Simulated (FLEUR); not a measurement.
# CeAg: parallel and opposed starts, part 2 of 3

A self-consistent run ends on one state, which hangs on the start. Several orders of CeAg are started in FLEUR and their energies compared.

FLEUR MaX-R8.1; LDA (VWN) with U = 5.5 eV, J = 0.7 eV on Ce f; all-electron FLAPW, Dirac cores, scalar-relativistic bands.

So far, largest spin moment in the muffin-tin sphere (μB): step 2 (order 1, typed as ferro +) 0.995.

## (3) Run 2 (antiferro q=(0,0,1/2) +-)

An opposed order shows whether neighbours prefer unlike signs.

The cell is doubled to 4 atoms to hold this order. The mesh is halved along the doubled vector, so that both cells sample the same points. The k list default-1 (kpts.xml, not shown) is a Γ-centred 6×6×3 mesh.

File inp.xml:

```
<?xml version="1.0" encoding="UTF-8" standalone="no"?>
<fleurInput fleurInputVersion="0.39">
   <comment>
      CeAg
   </comment>
   <calculationSetup>
      <cutoffs Kmax="3.6" Gmax="10.8" GmaxXC="10.8" numbands="0"/>
      <scfLoop itmax="130" minDistance="0.0001" maxIterBroyd="15" imix="Anderson" alpha="0.05" precondParam="0.0" spinf="2.0" sdNocoIR="T"/>
      <coreElectrons ctail="T" frcor="F" kcrel="0" coretail_lmax="0"/>
      <xcFunctional name="vwn" relativisticCorrections="F"/>
      <magnetism jspins="2"/>
      <soc l_soc="F" theta="0.0" phi="0.0" spav="F"/>
      <expertModes spex="0" secvar="F"/>
      <geometryOptimization l_f="F" forcealpha="1.0" forcemix="BFGS" epsdisp="0.00001" epsforce="0.00001"/>
      <ldaU l_linMix="F" mixParam="0.05" spinf="1.0"/>
   </calculationSetup>
   <cell>
      <bzIntegration valenceElectrons="58.0" mode="hist" fermiSmearingEnergy="0.00110248">
         <kPointListSelection listName="default-1"/>
         <xi:include xmlns:xi="http://www.w3.org/2001/XInclude" href="kpts.xml"> </xi:include>
      </bzIntegration>
      <xi:include xmlns:xi="http://www.w3.org/2001/XInclude" href="sym.xml"> </xi:include>
      <bulkLattice scale="1.0">
         <bravaisMatrix>
            <row-1>    7.1431647509879994     0.0000000000000000     0.0000000000000000</row-1>
            <row-2>    0.0000000000000000     7.1431647509879994     0.0000000000000000</row-2>
            <row-3>    0.0000000000000000     0.0000000000000000    14.2863295019759988</row-3>
         </bravaisMatrix>
      </bulkLattice>
   </cell>
   <atomSpecies>
      <species name="Cerium (Ce1.001" element="Ce" atomicNumber="58">
         <mtSphere radius="2.8" gridPoints="925" logIncrement="0.014"/>
         <atomicCutoffs lmax="10" lnonsphr="8"/>
         <electronConfig flipSpins="F">
            <coreConfig>(1s1/2) (2s1/2) (2p1/2) (2p3/2) (3s1/2) (3p1/2) (3p3/2) (4s1/2) (3d3/2) (3d5/2) (4p1/2) (4p3/2) (4d3/2) (4d5/2)</coreConfig>
            <valenceConfig>(5s1/2) (5p1/2) (5p3/2) (6s1/2) (5d3/2) (5d5/2) (4f5/2) (4f7/2)</valenceConfig>
            <stateOccupation state="(5d3/2)" spinUp="0.2" spinDown="0.2"/>
            <stateOccupation state="(5d5/2)" spinUp="0.3005" spinDown="0.2995"/>
            <stateOccupation state="(4f5/2)" spinUp="0.4285714285714" spinDown="0.0"/>
            <stateOccupation state="(4f7/2)" spinUp="0.5714285714286" spinDown="0.0"/>
         </electronConfig>
         <energyParameters s="6" p="6" d="5" f="4"/>
         <ldaU l="3" U="5.5" J="0.7" l_amf="F"/>
         <lo type="SCLO" l="0" n="5" eDeriv="0"/>
         <lo type="SCLO" l="1" n="5" eDeriv="0"/>
      </species>
      <species name="Cerium (Ce-1.001" element="Ce" atomicNumber="58">
         <mtSphere radius="2.8" gridPoints="925" logIncrement="0.014"/>
         <atomicCutoffs lmax="10" lnonsphr="8"/>
         <electronConfig flipSpins="F">
            <coreConfig>(1s1/2) (2s1/2) (2p1/2) (2p3/2) (3s1/2) (3p1/2) (3p3/2) (4s1/2) (3d3/2) (3d5/2) (4p1/2) (4p3/2) (4d3/2) (4d5/2)</coreConfig>
            <valenceConfig>(5s1/2) (5p1/2) (5p3/2) (6s1/2) (5d3/2) (5d5/2) (4f5/2) (4f7/2)</valenceConfig>
            <stateOccupation state="(5d3/2)" spinUp="0.2" spinDown="0.2"/>
            <stateOccupation state="(5d5/2)" spinUp="0.2995" spinDown="0.3005"/>
            <stateOccupation state="(4f5/2)" spinUp="0.0" spinDown="0.4285714285714"/>
            <stateOccupation state="(4f7/2)" spinUp="0.0" spinDown="0.5714285714286"/>
         </electronConfig>
         <energyParameters s="6" p="6" d="5" f="4"/>
         <ldaU l="3" U="5.5" J="0.7" l_amf="F"/>
         <lo type="SCLO" l="0" n="5" eDeriv="0"/>
         <lo type="SCLO" l="1" n="5" eDeriv="0"/>
      </species>
      <species name="Silver (Ag)" element="Ag" atomicNumber="47">
         <mtSphere radius="2.8" gridPoints="925" logIncrement="0.014"/>
         <atomicCutoffs lmax="10" lnonsphr="8"/>
         <electronConfig flipSpins="F">
            <coreConfig>(1s1/2) (2s1/2) (2p1/2) (2p3/2) (3s1/2) (3p1/2) (3p3/2) (4s1/2) (3d3/2) (3d5/2)</coreConfig>
            <valenceConfig>(4p1/2) (4p3/2) (5s1/2) (4d3/2) (4d5/2)</valenceConfig>
            <stateOccupation state="(5s1/2)" spinUp="0.500000" spinDown="0.500000"/>
         </electronConfig>
         <energyParameters s="5" p="5" d="4" f="4"/>
         <lo type="SCLO" l="1" n="4" eDeriv="0"/>
      </species>
   </atomSpecies>
   <atomGroups>
      <atomGroup species="Cerium (Ce1.001">
         <relPos label="                   1">1.000/2.000 1.000/2.000 .0000000000</relPos>
         <force calculate="T" relaxXYZ="TTT"/>
      </atomGroup>
      <atomGroup species="Cerium (Ce-1.001">
         <relPos label="                   2">1.000/2.000 1.000/2.000 1.000/2.000</relPos>
         <force calculate="T" relaxXYZ="TTT"/>
      </atomGroup>
      <atomGroup species="Silver (Ag)">
         <relPos label="                   3">.0000000000 .0000000000 -1.000/4.000</relPos>
         <relPos label="                   4">.0000000000 .0000000000 1.000/4.000</relPos>
         <force calculate="T" relaxXYZ="TTT"/>
      </atomGroup>
   </atomGroups>
   <output dos="F" band="F" slice="F">
      <bandDOS minEnergy="-.5*Htr" maxEnergy="0.5*Htr" sigma="0.015" storeEVData="T"/>
      <plotting iplot="0" polar="F">
         <plot TwoD="T" vec1="  1.0  0.0  0.0" vec2="  0.0  1.0  0.0" vec3="  0.0  0.0  1.0" zero="  0.0  0.0  0.0" file="plot"/>
      </plotting>
      <moessbauerParams electricFieldGradient="F" isomerShift="F" coreHyperfine="F" valenceHyperfine="F"/>
   </output>
</fleurInput>
```

File crystal.txt:

```
CeAg
&input film=F cartesian=F /
3.78000000000  0.00000000000  0.00000000000
0.00000000000  3.78000000000  0.00000000000
0.00000000000  0.00000000000  7.56000000000
1.8897261246
1.0 1.0 1.0

4
58 0.50000000000  0.50000000000  0.25000000000 : 1.001
58 0.50000000000  0.50000000000  0.75000000000 : -1.001
47 0.00000000000  0.00000000000  0.00000000000
47 0.00000000000  0.00000000000  0.50000000000

&kpt div1=6 div2=6 div3=3 gamma=T /
```

The run is started by

```sh
> OMP_NUM_THREADS=1 inpgen -f crystal.txt > inpgen.log  # inp.xml is then edited as shown
> OMP_NUM_THREADS=1 mpirun -n 4 fleur_MPI > fleur.log
```

The program printed:

```text
[banner, memory and clock lines left out]
Welcome to FLEUR        (www.flapw.de)
      MaX-Release 8.1          (www.max-centre.eu)

 ========== k-point set info ==========
 Selected k-point list: default-1
 k-point list type: mesh
 6 x 6 x 3
 Number of k points: 20

 ------------Calculation Setup---------------------------
 Number of PE/node        :            4
 Number of OMP-threads    :            1
 k-points in parallel     :            4
 pe's per k-point         :            1
 No of k-point loops      :            5
 Eigenvalue solver        :       lapack
 Number of basis functions:          628
 Approximate size of matrices (H+S) per k-point:         0.006 GB
 Iteration:     1   Distance:      20.27649471 me/bohr^3
 Iteration:     2   Distance:      18.41997326 me/bohr^3
 Iteration:     3   Distance:      11.51429422 me/bohr^3
 Iteration:     4   Distance:       9.01563393 me/bohr^3
 Iteration:     5   Distance:       1.33710330 me/bohr^3
 Iteration:     6   Distance:       0.63096356 me/bohr^3
 Iteration:     7   Distance:       0.54719571 me/bohr^3
 Iteration:     8   Distance:       0.05461227 me/bohr^3
 Iteration:     9   Distance:       0.05020771 me/bohr^3
 Iteration:    10   Distance:       0.01168989 me/bohr^3
 Iteration:    11   Distance:       0.01053964 me/bohr^3
 Iteration:    12   Distance:       0.00220009 me/bohr^3
 Iteration:    13   Distance:       0.00061330 me/bohr^3
 Iteration:    14   Distance:       0.00118905 me/bohr^3
 Iteration:    15   Distance:       0.00029653 me/bohr^3
 Iteration:    16   Distance:       0.00024856 me/bohr^3
 Iteration:    17   Distance:       0.00012502 me/bohr^3
 Iteration:    18   Distance:       0.00005293 me/bohr^3

 ********************************************************************
 Run finished successfully
 Stop message:
   all done
 ********************************************************************

--- out.xml (last complete iteration) ---
<iteration numberForCurrentRun="   18" overallNumber="   18">
         [... left out ...]
         <bandgap value="0.1540453574" units="eV"/>
         <sumValenceSingleParticleEnergies value="-23.4675558041" units="Htr"/>
         <FermiEnergy value="0.3123642351" units="Htr"/>
         <valenceDensity>
            <mtCharges spin="1">
               <mtCharge atomType="1" total="5.3122518" s="1.0568830" p="2.8519782" d="0.4028340" f="0.9987291"/>
               <mtCharge atomType="2" total="4.2897973" s="1.0545480" p="2.8449372" d="0.3608193" f="0.0277086"/>
               <mtCharge atomType="3" total="8.2282663" s="0.3741066" p="3.1912999" d="4.6563414" f="0.0048938"/>
            </mtCharges>
            <mtCharges spin="2">
               <mtCharge atomType="1" total="4.2897959" s="1.0545479" p="2.8449371" d="0.3608180" f="0.0277085"/>
               <mtCharge atomType="2" total="5.3122534" s="1.0568830" p="2.8519783" d="0.4028354" f="0.9987292"/>
               <mtCharge atomType="3" total="8.2282663" s="0.3741066" p="3.1912998" d="4.6563414" f="0.0048938"/>
            </mtCharges>
            <spinDependentCharge spin="1" total="29.0000000" interstitial="2.9414182" mtSpheres="26.0585818"/>
            <spinDependentCharge spin="2" total="29.0000000" interstitial="2.9414181" mtSpheres="26.0585819"/>
            <totalCharge value="58.0000000000"/>
         </valenceDensity>
         [... left out ...]
         <magneticMomentsInMTSpheres units="muBohr">
            <globalMagMoment atomType="1" vec="0.00000   0.00000   1.02246"/>
            <localMagMoment atomType="1" vec="0.00000   0.00000   1.02246"/>
            <globalMagMoment atomType="2" vec="0.00000   0.00000  -1.02246"/>
            <localMagMoment atomType="2" vec="0.00000   0.00000  -1.02246"/>
            <globalMagMoment atomType="3" vec="0.00000   0.00000   0.00000"/>
            <localMagMoment atomType="3" vec="0.00000   0.00000   0.00000"/>
         </magneticMomentsInMTSpheres>
         [... left out ...]
         <totalEnergy value="   -28342.5701023822" units="Htr">
            <sumOfEigenvalues value="   -17292.2026548532">
               <coreElectrons value="-17268.7350990491"/>
               <valenceElectrons value="-23.4675558041"/>
            </sumOfEigenvalues>
            <densityCoulombPotentialIntegral value="-46486.9835512390"/>
            <densityEffectivePotentialIntegral value="-47410.7363192771"/>
            <chargeDenXCDenIntegral value="-696.4839268823"/>
            <FockExchangeEnergyValence value="0.0000000000"/>
            <FockExchangeEnergyCore value="0.0000000000"/>
         [... left out ...]
            <dftUCorrection value="-0.1665501620"/>
            <tkbTimesEntropy value="0.0001104006"/>
            <freeEnergy value="-28342.5702127829"/>
            <extrapolationTo0K value="-28342.5701575825"/>
         </totalEnergy>
         [... left out ...]
         <ldaUDensityMatrixConvergence>
            <distance spin="1" distance="0.000001"/>
            <distance spin="2" distance="0.000001"/>
         </ldaUDensityMatrixConvergence>
         <densityConvergence units="me/bohr^3">
            <chargeDensity spin="1" distance="0.0000280776"/>
            <chargeDensity spin="2" distance="0.0000363438"/>
            <overallChargeDensity distance="0.0000376388"/>
            <spinDensity distance="0.0000529317"/>
         </densityConvergence>
      </iteration>
```

Run time: 35 s. Hardware: 4 MPI ranks of Arm Neoverse V2, shared host; peak memory 0.34 GiB; 2.3 min of CPU time.

Spin moment in the muffin-tin sphere by atom:

| atom | spin moment in the muffin-tin sphere (μB) |
| --- | --- |
| Ce1 | 1.02 |
| Ce2 | -1.02 |
| Ag3 | 0.00 |
| Ag4 | 0.00 |

Read from the output:

- free energy: -771240.6253 eV
- program's band gap on this mesh (in a metal only a level spacing): 0.1540 eV
- magnetization: 0 μB
- final state: antiferromagnetic

It lies 1.41 meV a seeded atom under the first start, and its largest moment is 1.02 μB against 0.995 μB.

## (4) Order 3, typed as antiferro q=(1/2,1/2,1/2) +-

Another pattern of signs weighs the neighbour shells otherwise.

This order needs a doubled cell of 4 atoms. The mesh is halved along the doubled vector, so that both cells sample the same points. The k list default-1 (kpts.xml, not shown) is a Γ-centred 3×6×6 mesh.

Edit inp.xml of step 3 so:

```diff
@@ -24,5 +24,5 @@
          <bravaisMatrix>
-            <row-1>    7.1431647509879994     0.0000000000000000     0.0000000000000000</row-1>
-            <row-2>    0.0000000000000000     7.1431647509879994     0.0000000000000000</row-2>
-            <row-3>    0.0000000000000000     0.0000000000000000    14.2863295019759988</row-3>
+            <row-1>   14.2863295019759988     0.0000000000000000     0.0000000000000000</row-1>
+            <row-2>    7.1431647509879994     7.1431647509879994     0.0000000000000000</row-2>
+            <row-3>    7.1431647509879994     0.0000000000000000     7.1431647509879994</row-3>
          </bravaisMatrix>
@@ -77,3 +77,3 @@
       <atomGroup species="Cerium (Ce1.001">
-         <relPos label="                   1">1.000/2.000 1.000/2.000 .0000000000</relPos>
+         <relPos label="                   1">1.000/2.000 1.000/2.000 1.000/2.000</relPos>
          <force calculate="T" relaxXYZ="TTT"/>
@@ -81,3 +81,3 @@
       <atomGroup species="Cerium (Ce-1.001">
-         <relPos label="                   2">1.000/2.000 1.000/2.000 1.000/2.000</relPos>
+         <relPos label="                   2">.0000000000 1.000/2.000 1.000/2.000</relPos>
          <force calculate="T" relaxXYZ="TTT"/>
@@ -85,4 +85,4 @@
       <atomGroup species="Silver (Ag)">
-         <relPos label="                   3">.0000000000 .0000000000 -1.000/4.000</relPos>
-         <relPos label="                   4">.0000000000 .0000000000 1.000/4.000</relPos>
+         <relPos label="                   3">-1.000/4.000 .0000000000 .0000000000</relPos>
+         <relPos label="                   4">1.000/4.000 .0000000000 .0000000000</relPos>
          <force calculate="T" relaxXYZ="TTT"/>
```

File crystal.txt:

```
CeAg
&input film=F cartesian=F /
7.56000000000  0.00000000000  0.00000000000
3.78000000000  3.78000000000  0.00000000000
3.78000000000  0.00000000000  3.78000000000
1.8897261246
1.0 1.0 1.0

4
58 0.75000000000  0.50000000000  0.50000000000 : 1.001
58 0.25000000000  0.50000000000  0.50000000000 : -1.001
47 0.00000000000  0.00000000000  0.00000000000
47 0.50000000000  0.00000000000  0.00000000000

&kpt div1=3 div2=6 div3=6 gamma=T /
```

The program printed:

```text
[banner, memory and clock lines left out]
Welcome to FLEUR        (www.flapw.de)
      MaX-Release 8.1          (www.max-centre.eu)

 ========== k-point set info ==========
 Selected k-point list: default-1
 k-point list type: mesh
 3 x 6 x 6
 Number of k points: 20

 [... set-up left out ...]
 Iteration:     1   Distance:      20.27283788 me/bohr^3
 Iteration:     2   Distance:      18.41586113 me/bohr^3
 Iteration:     3   Distance:      11.51254912 me/bohr^3
 Iteration:     4   Distance:       9.01914463 me/bohr^3
 Iteration:     5   Distance:       1.35096876 me/bohr^3
[...]
[... left out ...]
            <freeEnergy value="-28342.5702255494"/>
            <extrapolationTo0K value="-28342.5701684449"/>
         </totalEnergy>
         [... left out ...]
         <ldaUDensityMatrixConvergence>
            <distance spin="1" distance="0.000001"/>
            <distance spin="2" distance="0.000001"/>
         </ldaUDensityMatrixConvergence>
         <densityConvergence units="me/bohr^3">
            <chargeDensity spin="1" distance="0.0000249523"/>
            <chargeDensity spin="2" distance="0.0000249523"/>
            <overallChargeDensity distance="0.0000395806"/>
            <spinDensity distance="0.0000303948"/>
         </densityConvergence>
      </iteration>
```

Elapsed: 34 s, on 4 MPI ranks; peak memory 0.35 GiB.

Spin moment in the muffin-tin sphere by atom:

| atom | spin moment in the muffin-tin sphere (μB) |
| --- | --- |
| Ce1 | 1.01 |
| Ce2 | -1.01 |
| Ag3 | 0.00 |
| Ag4 | 0.00 |

Read from the output:

* free energy: -771240.6256 eV
* program's band gap on this mesh (in a metal only a level spacing): 0.1589 eV
* magnetization: 0 μB
* final state: antiferromagnetic

It lies 1.59 meV a seeded atom under the first start, and its largest moment is 1.01 μB against 0.995 μB.

(Continued in part 3 of 3.)

[Logs and program files are shortened in this print: banners, set-up blocks, solver, clock and traceback lines can be left out without a mark of their own.]

[Logs are printed without paths, hosts, clocks, repeated set-up lines and the standing remarks that a program may print on its own settings, such as how far it seeks lower states.]

[Hosts, paths, dates, database ids (printed as entryN), source tags and the programs' standing remarks are cut or masked in the printed files.]

[Where a cell is said to come from a database of computed structures, the database is the Materials Project.]
